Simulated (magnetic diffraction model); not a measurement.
# Solving a magnetic structure from powder neutron data: HoSnS2O

Space group Pna2_1 (no. 33), a = 6.5000 Å, b = 6.0970 Å, c = 9.1750 Å.

| site | atom | x | y | z |
| --- | --- | --- | --- | --- |
| 4a | Ho | 0.5526 | 0.4906 | 0.7788 |
| 4a | Sn | 0.5086 | 0.0005 | 0.0037 |
| 4a | S | 0.4470 | 0.1192 | 0.7720 |
| 4a | S | 0.8444 | 0.8757 | 0.5347 |
| 4a | O | 0.6727 | 0.2776 | 0.4445 |

This is a made-up structure (elements placed in a structure type, unrelaxed), so the numbers test the method and describe no known phase.

Only Ho is taken to order (form factors of Ho3+); orders and moment sizes are assumed, and not adapted to the symmetry. Radiation: neutrons of λ = 2.0775 Å, 2° to 45°; isotropic B of 0.46 Å² (Ho), 0.6 Å² (Sn), 0.92 Å² (S) and 0.9 Å² (O). Simulated constant-wavelength pattern: nuclear and magnetic terms add, the magnetic one as |2.695 fm × Σ f S⊥ exp(2πi Q·r) exp(−B s²)|², summed over all Q at one angle with the factor 1/(sin²θ cos θ). For a modulated order the moment at position r is S exp(−2πi k·r) + c.c., with S = m/2 for a sine wave of amplitude m and S = m(u + iv)/2 for moments turning in a plane, u and v being orthogonal unit vectors in it; the phase factor of the sum at Q = H + k is then exp(2πi H·r). Free-ion form factors, Sears's scattering lengths of 1992, no absorption; a label names one of the reflections at its angle. The strongest nuclear line in the range is 100, and lines under 0.2 are left out.

Above the ordering temperature:

```
2θ (°)    index      I
 23.61  (0 1 1)   10.8
 26.17  (0 0 2)   20.6
 27.02  (1 1 0)    0.9
 30.09  (1 1 1)   11.2
 37.28  (2 0 0)   26.6
 37.97  (1 1 2)  100.0
 39.64  (2 0 1)    0.5
 39.84  (0 2 0)   17.5
 42.47  (2 1 0)   12.1
 44.22  (1 2 0)    9.9
 44.60  (2 1 1)   11.4
 44.66  (0 1 3)   25.6
```

Below it (cell unchanged):

```
2θ (°)      I
 10.83  351.1
 15.18  176.7
 19.74    0.4
 23.61   10.8
 26.17   20.6
 27.02    0.9
 27.11   11.2
 29.18   91.9
 30.09   11.2
 31.13   87.0
 31.15    0.2
 36.42    8.4
 37.28   26.6
 37.35   10.0
 37.42   26.3
 37.97  100.0
 38.93   16.2
 39.60    7.4
 39.64    0.5
 39.84   17.5
 40.47   15.8
 41.41   22.1
 42.02   20.3
 42.47   12.1
 42.87   21.6
 44.22    9.9
 44.27    0.5
 44.60   11.4
 44.66   25.6
 44.80    8.6
```

**Question.** Find the propagation vector, then choose among these models:
A. a sine wave with moments along [100] (amplitudes given), 6 μB on Ho; signs + at (0.5526, 0.4906, 0.7788), − at (0.4474, 0.5094, 0.2788), − at (0.9474, 0.9906, 0.2788), + at (0.0526, 0.0094, 0.7788)
B. moments turning in the plane of [010] and [001], 6 μB on Ho; signs + at (0.5526, 0.4906, 0.7788), − at (0.4474, 0.5094, 0.2788), − at (0.9474, 0.9906, 0.2788), + at (0.0526, 0.0094, 0.7788)
C. moments turning in the plane of [100] and [010], 6 μB on Ho; signs + at (0.5526, 0.4906, 0.7788), − at (0.4474, 0.5094, 0.2788), − at (0.9474, 0.9906, 0.2788), + at (0.0526, 0.0094, 0.7788)
D. a sine wave with moments along [001] (amplitudes given), 6 μB on Ho; signs + at (0.5526, 0.4906, 0.7788), − at (0.4474, 0.5094, 0.2788), − at (0.9474, 0.9906, 0.2788), + at (0.0526, 0.0094, 0.7788)

The new lines index as (0 0 5/6) at 10.83°, (0 0 7/6) at 15.18°, (0 1 1/6) at 19.74° and (1 1 1/6) at 27.11°, that is as H ± k with k = (0 0 1/6). Satellites come in pairs about each point of the reciprocal lattice.

Magnetic intensity, observed (below minus above) and for each model:

| 2θ (°) | index | observed | A | B | C | D |
| --- | --- | --- | --- | --- | --- | --- |
| 10.83 | (0 0 5/6) | 351.1 | 175.6 | 175.6 | 351.1 | <0.2 |
| 15.18 | (0 0 7/6) | 176.7 | 88.3 | 88.3 | 176.7 | <0.2 |
| 29.18 | (1 1 5/6) | 91.9 | 48.1 | 113.0 | 91.9 | 69.3 |
| 31.13 | (1 1 7/6) | 87.0 | 45.2 | 94.9 | 87.0 | 53.1 |
| 37.42 | (0 0 17/6) | 26.3 | 13.1 | 13.1 | 26.3 | <0.2 |
| 38.93 | (2 0 5/6) | 16.2 | 1.2 | 28.8 | 16.2 | 13.8 |
| 40.47 | (2 0 7/6) | 15.8 | 2.0 | 25.5 | 15.8 | 11.7 |
| 42.02 | (0 0 19/6) | 20.3 | 10.1 | 10.1 | 20.3 | <0.2 |

Model C matches.

The structure used: k = (0 0 1/6), moments turning in the plane of [100] and [010], 6 μB on Ho; signs + at (0.5526, 0.4906, 0.7788), − at (0.4474, 0.5094, 0.2788), − at (0.9474, 0.9906, 0.2788), + at (0.0526, 0.0094, 0.7788).

[Logs are printed without paths, hosts, clocks, repeated set-up lines and the standing remarks that a program may print on its own settings, such as how far it seeks lower states.]
